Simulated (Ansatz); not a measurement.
# Sr2Hf (built on the HfBe2 structure): a soft mode frozen in, part 2 of 3

Wanted: the energy along a soft mode of Sr2Hf (built on the HfBe2 structure) and the structure at the end.

Ansatz 0.2.0; DFT PBEsol, scalar-relativistic, plane waves, PAW.

So far, highest frequency on path, mesh or solved points (cm⁻¹): step 2 (phonons on a q mesh) 152. Also lowest frequency on the path (cm⁻¹): step 2 -44.4.

The structure was built from a prototype and need not be the compound's stable phase.

### Step 4. The mode frozen in, largest atomic shift 0.14 Å

The atoms are moved along the unstable eigenvector, the largest shift by 0.14 Å, with the cell fixed.

input.yaml

```yaml
crystal:
  lattice:
    - [-5.8871168484, 0.0, 0.0]
    - [0.0, 0.0, -6.6264835124]
    - [-2.9435584242, -5.0983927457, -3.3132417562]
  atoms:
    - { symbol: Hf, position: [0.0, 0.4788726555, 1.0] }
    - { symbol: Hf, position: [0.0, 0.0211273445, 1.0] }
    - { symbol: Sr, position: [0.3331195796, 0.5831195796, 0.3337608407] }
    - { symbol: Sr, position: [0.333547087, 0.083547087, 0.3329058259] }
    - { symbol: Sr, position: [0.666452913, 0.416452913, 0.6670941741] }
    - { symbol: Sr, position: [0.6668804204, 0.9168804204, 0.6662391593] }
kpoints:
  mp_grid: { grid: [8, 8, 8] }
hamiltonian:
  xc: pbesol
scf:
  occupations: { method: methfessel_paxton, width: 0.2 }
output:
  forces: true
  stress: true
  eigenvalues: true
```

Command:

```sh
$ ansatz run input.yaml --threads 8 --pin off --max-ram 14336MiB --backend cpu --events-out ev --progress --plain --runs-dir out
```

The log of the run:

```text
[...]
Crystal: 6 atoms, lattice volume = 198.893 Å³
Basis set: ecut = 420 eV, 3887 PW (Γ), exchange–correlation on 80×90×96 points (8 copies of the dense FFT grid, shifted against one another)
Bands: 56, of which v1, the nominal top of the filled ones, is band 46 counted from 1 (45 counted from 0)
Symmetry: 8 space group operations
[...]
k-points: 95 of 512
[...]
k-point 0: bands = [... 42 lower, 9.6785, 9.7298, 10.2917, 10.3016, 10.3039, 10.3051, 10.6559, 10.7252, ... 6 higher]
  k-point 1: bands = [... 42 lower, 9.6415, 9.6676, 9.9771, 10.2278, 10.2410, 10.3335, 10.4694, 10.5324, ... 6 higher]
  k-point 2: bands = [... 42 lower, 9.4559, 9.5426, 9.5557, 9.8248, 10.0727, 10.2531, 10.2746, 10.6674, ... 6 higher]
  k-point 94: bands = [... 42 lower, 9.5302, 9.6076, 10.0731, 10.1370, 10.5923, 10.7010, 10.7445, 10.7684, ... 6 higher]
[key lines of the parts left out:]
SCF converged after 8 iterations
Free energy (F): -45160.548961 eV
Fermi energy:    10.181399 eV
P = ⅓ Tr σ = 0.2166 GPa (2.166 kbar)
```

Wall time 5.4 s (8 threads of Intel Xeon Platinum 8488C (Sapphire Rapids), shared host); peak memory 1.3 GiB; 40 s of CPU time.

This step gave:

```
pressure                         : 0.2166 GPa
energy from the undistorted cell : -1.342 meV/atom
```

The energy, extrapolated to zero smearing, is -1.34 meV/atom against the undistorted cell.

The run ends at a pressure of 0.22 GPa, with forces up to 0.016 eV/Å.

### Step 5. Energy along the mode, all amplitudes (two of the runs are shown above)

An imaginary frequency means negative curvature, so the energy should fall and then rise again as anharmonic terms take over.

This step gave:

```yaml
depth_at_the_lowest_point_sampled: 1.342 meV/atom
largest_atomic_shift_at_that_point: 0.14 Å
```

Table of energy from the parent by largest atomic shift:

| largest atomic shift (Å) | energy from the parent (meV/atom) |
| --- | --- |
| 0.000 | 0 |
| 0.040 | -0.153 |
| 0.080 | -0.566 |
| 0.140 | -1.34 |
| 0.220 | -0.893 |
| 0.320 | 10.5 |

Displacement at unit largest shift by atom:

```csv
atom,x (Å),y (Å),z (Å),size
Hf1,0.00,0.00,1.00,1.00
Hf2,0.00,0.00,-1.00,1.00
Sr3,0.00,-0.02,0.00,0.02
Sr4,0.00,0.02,0.00,0.02
Sr5,0.00,-0.02,0.00,0.02
Sr6,0.00,0.02,0.00,0.02
```

The lowest step is at 0.14 Å, 1.34 meV/atom below the parent, and the energy rises beyond it.

### Step 6. Relaxing from the distorted cell

Starting from the lowest point found, all atoms and the cell are let go, so that strain and other modes of the same symmetry can join in.

Changes to input.yaml since step 4:

```diff
@@ -22 +22,6 @@
   eigenvalues: true
+relax:
+  adjacent_minimum: "off"
+  f_tol: 0.002
+  max_steps: 120
+  cell: { stress_tol: 0.03 }
```

The log of the run:

```text
[...]
Crystal: 6 atoms, lattice volume = 198.893 Å³
Basis set: ecut = 420 eV, 3887 PW (Γ), exchange–correlation on 80×90×96 points (8 copies of the dense FFT grid, shifted against one another)
Bands: 56, of which v1, the nominal top of the filled ones, is band 46 counted from 1 (45 counted from 0)
Symmetry: 8 space group operations
[...]
k-points: 95 of 512
[...]
SCF iter   1: F=—  HF=-45160.551131 eV  |F-HF|=—  |Δ(HF+E_count)|=         —  Δρ=4.59e-3  dr2=5.65e-2  ethr=1.77e-3  ⟨swp⟩=8.4  Hψ=22451  notcnv=0
[...]
SCF iter   8: F=-45160.548961 eV  HF=-45160.548961 eV  |F-HF|=5.87e-8  |Δ(HF+E_count)|=   1.69e-7  S|Δr|=    0.00e0  Δρ=3.69e-6  dr2=6.84e-8  ethr=1.09e-10  ⟨swp⟩=9.4  Hψ=29893  notcnv=0
SCF 1 converged in 8 iterations: F = -45160.548961 eV  dr2 = 6.84e-8
[...]
relax step   1: F+E_penalty+E_count = -45160.54896137 eV  Δ(F+E_penalty+E_count) = +0.000e0 eV  max|allowed force component| = 1.565e-2 eV/Å  Δτ_max = 0.0000 Å  P = +0.217 GPa  Ω = 198.893 Å³  (8 SCF iters, dr2 threshold 1.00e-7 eV, accepted)
Crystal: 6 atoms, lattice volume = 200.093 Å³
Basis set: ecut = 420 eV, 3903 PW (Γ), exchange–correlation on 80×90×96 points (8 copies of the dense FFT grid, shifted against one another)
[...]
SCF iter   5: F=-45160.552481 eV  HF=-45160.552481 eV  |F-HF|=9.49e-8  |Δ(HF+E_count)|=   4.79e-7  S|Δr|=    0.00e0  Δρ=1.01e-5  dr2=2.77e-7  ethr=6.52e-10  ⟨swp⟩=7.5  Hψ=23391  notcnv=0
SCF 2 converged in 5 iterations: F = -45160.552481 eV  dr2 = 2.77e-7
relax step   2: F+E_penalty+E_count = -45160.55248114 eV  Δ(F+E_penalty+E_count) = -3.520e-3 eV  max|allowed force component| = 4.840e-2 eV/Å  Δτ_max = 0.0059 Å  P = +0.053 GPa  Ω = 200.093 Å³  energy of the carried Pulay correction = -6.439e-5 eV  (5 SCF iters, dr2 threshold 6.00e-7 eV, accepted)
Crystal: 6 atoms, lattice volume = 201.484 Å³
Basis set: ecut = 420 eV, 3915 PW (Γ), exchange–correlation on 80×90×96 points (8 copies of the dense FFT grid, shifted against one another)
[...]
SCF iter   7: F=-45160.556820 eV  HF=-45160.556821 eV  |F-HF|=2.10e-8  |Δ(HF+E_count)|=   4.16e-8  S|Δr|=    0.00e0  Δρ=4.74e-6  dr2=4.96e-8  ethr=1.59e-10  ⟨swp⟩=8.2  Hψ=24603  notcnv=0
SCF 3 converged in 7 iterations: F = -45160.556820 eV  dr2 = 4.96e-8
relax step   3: F+E_penalty+E_count = -45160.55682049 eV  Δ(F+E_penalty+E_count) = -4.339e-3 eV  max|allowed force component| = 8.619e-2 eV/Å  Δτ_max = 0.0270 Å  P = -0.063 GPa  Ω = 201.484 Å³  energy of the carried Pulay correction = -1.385e-4 eV  (7 SCF iters, dr2 threshold 1.46e-7 eV, accepted)
[...]
relax step   4: F+E_penalty+E_count = -45160.56498033 eV  Δ(F+E_penalty+E_count) = -8.160e-3 eV  max|allowed force component| = 2.157e-1 eV/Å  Δτ_max = 0.1941 Å  P = +0.152 GPa  Ω = 208.018 Å³  energy of the carried Pulay correction = -4.800e-4 eV  (8 SCF iters, dr2 threshold 4.64e-7 eV, accepted)
[...]
relax step   5: F+E_penalty+E_count = -45160.57566603 eV  Δ(F+E_penalty+E_count) = -1.069e-2 eV  max|allowed force component| = 3.141e-2 eV/Å  Δτ_max = 0.0678 Å  P = -0.025 GPa  Ω = 205.914 Å³  energy of the carried Pulay correction = -3.712e-4 eV  (8 SCF iters, dr2 threshold 6.00e-7 eV, accepted)
[...]
relax step   6: F+E_penalty+E_count = -45160.57686951 eV  Δ(F+E_penalty+E_count) = -1.203e-3 eV  max|allowed force component| = 4.271e-3 eV/Å  Δτ_max = 0.0124 Å  P = +0.013 GPa  Ω = 206.226 Å³  energy of the carried Pulay correction = -3.874e-4 eV  (7 SCF iters, dr2 threshold 6.16e-8 eV, accepted)
[...]
relax step   7: F+E_penalty+E_count = -45160.57687667 eV  Δ(F+E_penalty+E_count) = -7.163e-6 eV  max|allowed force component| = 5.609e-4 eV/Å  Δτ_max = 0.0003 Å  P = +0.002 GPa  Ω = 206.299 Å³  energy of the carried Pulay correction = -3.912e-4 eV  (5 SCF iters, dr2 threshold 1.14e-9 eV, accepted)
Basis set: ecut = 420 eV, 4027 PW (Γ), exchange–correlation on 80×96×96 points (8 copies of the dense FFT grid, shifted against one another)
[...]
SCF iter   6: F=-45160.577399 eV  HF=-45160.577399 eV  |F-HF|=1.46e-11  |Δ(HF+E_count)|=  2.91e-11  S|Δr|=    0.00e0  Δρ=6.28e-8  dr2=1.12e-11  ethr=1.00e-12  ⟨swp⟩=9.6  Hψ=29838  notcnv=0
SCF 8 converged in 6 iterations: F = -45160.577399 eV  dr2 = 1.12e-11
relax step   8: F+E_penalty+E_count = -45160.57739929 eV  Δ(F+E_penalty+E_count) = -5.226e-4 eV  max|allowed force component| = 6.634e-4 eV/Å  Δτ_max = 0.0000 Å  P = +0.003 GPa  Ω = 206.299 Å³  stress off target by 4.50e-3 GPa  SCF on the basis re-selected at this cell (its energy is not comparable with the rows above)  (6 SCF iters)
basis re-selected at this cell: Δ(F+E_penalty+E_count) = -5.226e-4 eV, ΔP = +0.001 GPa vs the last step (what re-selecting the basis moved, of the pressure what is left beyond the Pulay correction that the steps carried, after the strain that the cell walked since its last selection, with what the two solves' SCF thresholds leave and, on support functions, any second-order correction that the steps lacked; it is no measure of the basis error at this ecutwfc). The dense FFT grid was sized anew with the basis: this SCF ran on 40×48×48 points, the steps before it on 40×45×48, so part of this shift can come from that change (see relax.cell in the input reference). [rest of the remark cut]
SCF converged after 6 iterations
[...]
Free energy (F): -45160.577399 eV
[...]
Internal energy: -45160.583720 eV  (E = F + TS)
E sigma→0 (E₀):  -45160.578979 eV
Entropy (-TS):   0.006321 eV (1.053 meV/atom)
Fermi energy:    9.712965 eV
[...]
--- Forces (eV/Å), atoms counted from 1 ---
  atom   1  Hf     0.00000000     0.00000000     0.00066337
  atom   2  Hf     0.00000000     0.00000000    -0.00066337
  atom   3  Sr     0.00000000    -0.00006007     0.00000000
  atom   4  Sr     0.00000000    -0.00055693     0.00000000
  atom   5  Sr     0.00000000     0.00055693     0.00000000
  atom   6  Sr     0.00000000     0.00006007     0.00000000
  max |Σ_I F_I| component: 2.17e-19 eV/Å
--- Stress (GPa, compression-positive) ---
        0.001570       0.000000       0.000000
        0.000000       0.004502       0.000000
        0.000000       0.000000       0.003109
  P = ⅓ Tr σ = 0.0031 GPa (0.031 kbar)
--- Band table (eV; the first three rows and the last of 95) ---
  k-point 0: bands = [... 42 lower, 9.2282, 9.3240, 9.8367, 9.8572, 9.9640, 10.0692, 10.1017, 10.1048, ... 6 higher]
  k-point 1: bands = [... 42 lower, 9.1923, 9.2829, 9.5672, 9.8299, 9.8422, 9.8721, 10.0761, 10.0805, ... 6 higher]
  k-point 2: bands = [... 42 lower, 9.0706, 9.1062, 9.1959, 9.4414, 9.5161, 9.8869, 9.9671, 10.2699, ... 6 higher]
  k-point 94: bands = [... 42 lower, 9.0287, 9.2141, 9.4959, 9.6791, 10.0007, 10.0799, 10.1051, 10.3620, ... 6 higher]
--- Relaxed structure (7 steps of the walk, 7 accepted, 1 SCFs on fresh bases) ---
  F+E_penalty+E_count = -45160.57739929 eV   max|allowed force component| = 6.634e-4 eV/Å   (the final SCF, on the basis selected at the relaxed cell)
  cell:  # Å, volume = 206.2986 Å³
    - [-5.896577, 0.0, 0.0]
    - [0.0, 0.0, -6.941845]
    - [-2.948288, -5.039894, -3.470923]
  atoms:
    - { symbol: Hf, position: [0.0, 0.452967, 1.0] }
    - { symbol: Hf, position: [0.0, 0.047033, 1.0] }
    - { symbol: Sr, position: [0.333026, 0.583026, 0.333949] }
    - { symbol: Sr, position: [0.331116, 0.081116, 0.337768] }
    - { symbol: Sr, position: [0.668884, 0.418884, 0.662232] }
    - { symbol: Sr, position: [0.666974, 0.916974, 0.666051] }
```

Elapsed: 45 s, on 8 threads; peak memory 1.4 GiB.

Step by step:

```csv
step,energy less that of the first step (eV),largest force component (eV/Å),pressure (GPa),volume (Å³)
1,0.0000,0.0157,0.22,198.89
2,-0.0035,0.0484,0.05,200.09
3,-0.0079,0.0862,-0.06,201.48
4,-0.0160,0.2157,0.15,208.02
5,-0.0267,0.0314,-0.03,205.91
6,-0.0279,0.0043,0.01,206.23
7,-0.0279,0.0006,0.00,206.30
8*,-0.0284,0.0007,0.00,206.30
```

Relaxation steps marked * repeat the geometry before them on a plane-wave basis chosen anew for their cell, so energy and pressure can jump there.

The run keeps the 8 symmetry operations that the program found, so distortions that break them were not tested.

| conventional cell, symmetrised | before | after | change |
| --- | --- | --- | --- |
| a (Å) | 5.887 | 5.897 | +0.2 % |
| b (Å) | 6.626 | 6.942 | +4.8 % |
| c (Å) | 10.197 | 10.080 | -1.1 % |
| volume (Å³/atom) | 33.15 | 34.38 | +3.7 % |

The atoms that moved most (Å, as changes of fractional coordinates times the final cell):

```csv
atom,dx,dy,dz,length
Hf2,0.000,0.000,-0.180,0.180
Hf1,0.000,0.000,0.180,0.180
Sr5,0.000,0.025,0.000,0.025
Sr4,0.000,-0.025,0.000,0.025
```

The relaxed structure:

```xyz
6
Lattice="-5.8966 0.0000 0.0000 0.0000 0.0000 -6.9418 -2.9483 -5.0399 -3.4709" Properties=species:S:1:pos:R:3 pbc="T T T"
Hf   -2.9483   -5.0399   -6.6153
Hf   -2.9483   -5.0399   -3.7974
Sr   -2.9483   -1.6831   -5.2064
Sr   -2.9483   -1.7023   -1.7355
Sr   -5.8966   -3.3376   -5.2064
Sr   -5.8966   -3.3568   -8.6773
```

This step gave:

| Item | Value |
| --- | --- |
| pressure | 0.003060 GPa |
| volume per atom | 34.38 Å³ |

The distorted start has space group Immm; the relaxation ends in Immm.

### Step 7. The new phase in its own primitive cell

The relaxed structure is symmetrised, reduced to its primitive cell and relaxed tightly, as its phonons need.

input.yaml, the sections that differ from step 6:

```yaml
crystal:
  lattice:
    - [-2.9482883109, 3.4709226875, 5.0398935177]
    - [2.9482883109, -3.4709226875, 5.0398935177]
    - [2.9482883109, 3.4709226875, -5.0398935177]
  atoms:
    - { symbol: Hf, position: [0.2970333513, 0.0, 0.2970333513] }
    - { symbol: Hf, position: [0.7029666487, 0.0, 0.7029666487] }
    - { symbol: Sr, position: [0.1669743987, 0.6669743987, 0.5] }
    - { symbol: Sr, position: [0.6688839644, 0.6688839644, 0.0] }
    - { symbol: Sr, position: [0.3311160356, 0.3311160356, 0.0] }
    - { symbol: Sr, position: [0.8330256013, 0.3330256013, 0.5] }
relax:
  adjacent_minimum: "off"
  f_tol: 0.001
  max_steps: 60
  cell: { stress_tol: 0.01 }
# kpoints, hamiltonian, scf, output: as in step 6
```

The log of the run:

```text
[...]
Crystal: 6 atoms, lattice volume = 206.299 Å³
Basis set: ecut = 420 eV, 4027 PW (Γ), exchange–correlation on 96×96×96 points (8 copies of the dense FFT grid, shifted against one another)
Bands: 56, of which v1, the nominal top of the filled ones, is band 46 counted from 1 (45 counted from 0)
Symmetry: 8 space group operations
[...]
k-points: 95 of 512
[...]
- [2.9482883109, -3.4709226875, 5.0398935177]
    - [2.9482883109, 3.4709226875, -5.0398935177]
  atoms:
    - { symbol: Hf, position: [0.297033, 0.0, 0.297033] }
    - { symbol: Hf, position: [0.7029666487, 0.0, 0.7029666487] }
    - { symbol: Sr, position: [0.166974, 0.6669743987, 0.5] }
    - { symbol: Sr, position: [0.6688839644, 0.6688839644, 0.0] }
    - { symbol: Sr, position: [0.3311160356, 0.3311160356, 0.0] }
    - { symbol: Sr, position: [0.833026, 0.333026, 0.500000] }
[key lines of the parts left out:]
SCF converged after 8 iterations
Free energy (F): -45160.577399 eV
Fermi energy:    9.712965 eV
P = ⅓ Tr σ = 0.0031 GPa (0.031 kbar)
```

It took 13 s on 8 threads; peak memory 1.4 GiB; 97 s of CPU time.

Little changed from the start: no atom moved by 0.005 Å and no cell edge by 0.1 %.

Read from the output:

| Property | Result |
| --- | --- |
| pressure | 0.003059 GPa |

The largest force component left is 0.66 meV/Å and the pressure is 0.003 GPa, within the tolerances set. The cell now holds 34.38 Å³/atom.

(Part 2 of 3 ends here.)

[Long decimals in the printed logs are rounded to 6 places.]

[Logs are printed without paths, hosts, clocks, repeated set-up lines and the standing remarks that a program may print on its own settings, such as how far it seeks lower states.]

[Hosts, paths, dates, database ids (printed as entryN), source tags and the programs' standing remarks are cut or masked in the printed files.]

[Where the starting crystal was built by hand or by swapping elements, it need not be the compound's stable phase.]
